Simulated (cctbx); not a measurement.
## Absolute structure of Na2Mn2SiTe6

Space group Cc (no. 9), a = 12.2770 Å, b = 7.8220 Å, c = 12.2930 Å, α = 90.00°, β = 108.39°, γ = 90.00°.

```
atom  mult.       x       y       z  Ueq (Å²)
 Te1      4  0.7998  0.2562  0.4329    0.0079
 Te2      4  0.2687  0.4601  0.6635    0.0120
 Te3      4  0.7998  0.5025  0.6944    0.0070
 Te4      4  0.0316  0.7665  0.1967    0.0134
 Te5      4  0.0974  0.8166  0.8731    0.0114
 Te6      4  0.9925  0.7762  0.5196    0.0093
 Mn1      4  0.6651  0.4334  0.4997    0.0124
 Mn2      4  0.9732  0.9265  0.6891    0.0175
 Si1      4  0.7275  0.2821  0.2468    0.0131
 Na1      4  0.0113  0.4274  0.4959    0.0143
 Na2      4  0.2948  0.3191  0.3429    0.0247
```

This is a model crystal, built by substitution and not relaxed, with assumed displacement parameters.

Data sets are simulated with cctbx and refined with Bijvoet mates kept apart; Flack x is then fitted as the share of an inverted twin with the atoms fixed, Hooft y from the Bijvoet differences. The group is acentric but holds improper operations, so there is an absolute structure (orientation) and no hand.

Untwinned crystal. What Flack and Hooft values should come out?

| λ (Å) | extinction (unmodelled) | d min (Å) | top counts | error (%) | model | R1 | Flack x | s.u. | Hooft y | s.u. | pairs |
| --- | --- | --- | --- | --- | --- | --- | --- | --- | --- | --- | --- |
| 0.71073 | 0 | 0.77 | 5000 | 6 | as given | 0.0289 | 0.11 | 0.07 | 0.079 | 0.080 | 1233 |
| 0.71073 | 0 | 0.77 | 5000 | 6 | inverted | 0.0298 | 0.88 | 0.07 | 0.920 | 0.080 | 1233 |
| 1.54184 | 0.3 | 0.83 | 20000 | 1.5 | as given | 0.0130 | 0.013 | 0.009 | 0.004 | 0.010 | 992 |

With Mo Kα, x is within 3 s.u. of 0, so the absolute structure is right, though an s.u. above 0.04 can't exclude a small twin share. With Cu Kα, x is within 3 s.u. of 0, so the absolute structure is right. Inverting the model turns x into about 1 − x.

[Logs are printed without paths, hosts, clocks, repeated set-up lines and the standing remarks that a program may print on its own settings, such as how far it seeks lower states.]
